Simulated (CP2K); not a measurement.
Ethylene carbonate has these distinct C atoms: C2 (bonded to 3 O) and C4 (bonded to C, O and 2 H).

```xyz
10

O     2.7154   -0.1310   -0.1527
C     1.5147   -0.0754   -0.0748
O     0.6948   -1.0959    0.3725
C    -0.6832   -0.7284    0.1172
C    -0.6164    0.7915   -0.0496
O     0.7653    1.0256   -0.4227
H    -1.2914   -1.0513    0.9691
H    -1.0186   -1.2420   -0.7952
H    -1.2606    1.1737   -0.8484
H    -0.8201    1.3331    0.8846
```

Their partial C K spectra (CP2K XAS_TDP, all-electron GAPW, PBEh(45%), aug-cc-pVDZ, TDA, GW2X-corrected core level, no relativity) are given in random order, each times the number of alike atoms.

Gaussian full width 0.5 eV, oscillator strength per eV, alike atoms added, rows of zeros left out:

| E (eV) | curve 1 | curve 2 |
| --- | --- | --- |
| 290.75 | 0.001 | 0.000 |
| 291.00 | 0.020 | 0.000 |
| 291.25 | 0.107 | 0.002 |
| 291.50 | 0.146 | 0.028 |
| 291.75 | 0.052 | 0.122 |
| 292.00 | 0.021 | 0.134 |
| 292.25 | 0.044 | 0.037 |
| 292.50 | 0.079 | 0.003 |
| 292.75 | 0.097 | 0.000 |
| 293.00 | 0.040 | 0.000 |
| 293.25 | 0.019 | 0.000 |
| 293.50 | 0.029 | 0.000 |
| 293.75 | 0.021 | 0.000 |
| 294.00 | 0.024 | 0.000 |
| 294.25 | 0.050 | 0.000 |
| 294.50 | 0.064 | 0.000 |
| 294.75 | 0.062 | 0.000 |
| 295.00 | 0.072 | 0.000 |
| 295.25 | 0.092 | 0.000 |
| 295.50 | 0.072 | 0.002 |
| 295.75 | 0.039 | 0.003 |
| 296.00 | 0.015 | 0.001 |
| 296.25 | 0.012 | 0.001 |
| 296.50 | 0.018 | 0.001 |
| 296.75 | 0.021 | 0.001 |
| 297.00 | 0.029 | 0.002 |
| 297.25 | 0.021 | 0.012 |
| 297.50 | 0.029 | 0.066 |
| 297.75 | 0.051 | 0.108 |
| 298.00 | 0.037 | 0.061 |
| 298.25 | 0.018 | 0.041 |
| 298.50 | 0.011 | 0.029 |
| 298.75 | 0.009 | 0.008 |
| 299.00 | 0.005 | 0.003 |
| 299.25 | 0.010 | 0.004 |
| 299.50 | 0.018 | 0.010 |
| 299.75 | 0.015 | 0.021 |
| 300.00 | 0.029 | 0.021 |
| 300.25 | 0.053 | 0.013 |

**Question.** Which curve belongs to which atom?

Curve 1: C4 (bonded to C, O and 2 H), leading line at 291.43 eV (f = 0.041 an atom), ionisation energy 294.85 eV, term value 3.42 eV. Curve 2: C2 (bonded to 3 O), leading line at 291.89 eV (f = 0.081 an atom), ionisation energy 297.91 eV, term value 6.02 eV. The leading line of an atom is its first one with 35 % of the strongest within 2.5 eV of its lowest line over the strength cut. A line lies at the core ionisation energy, which rises as an atom loses charge to its neighbours or to a π system, less the term value, which is large for a low π* or σ* orbital with weight on that atom.

[Banner, clock and machine lines of the logs are left out without a mark of their own.]

[Logs are printed without paths, hosts, clocks, repeated set-up lines and the standing remarks that a program may print on its own settings, such as how far it seeks lower states.]

[Hosts, paths, dates, database ids (printed as entryN), source tags and the programs' standing remarks are cut or masked in the printed files.]
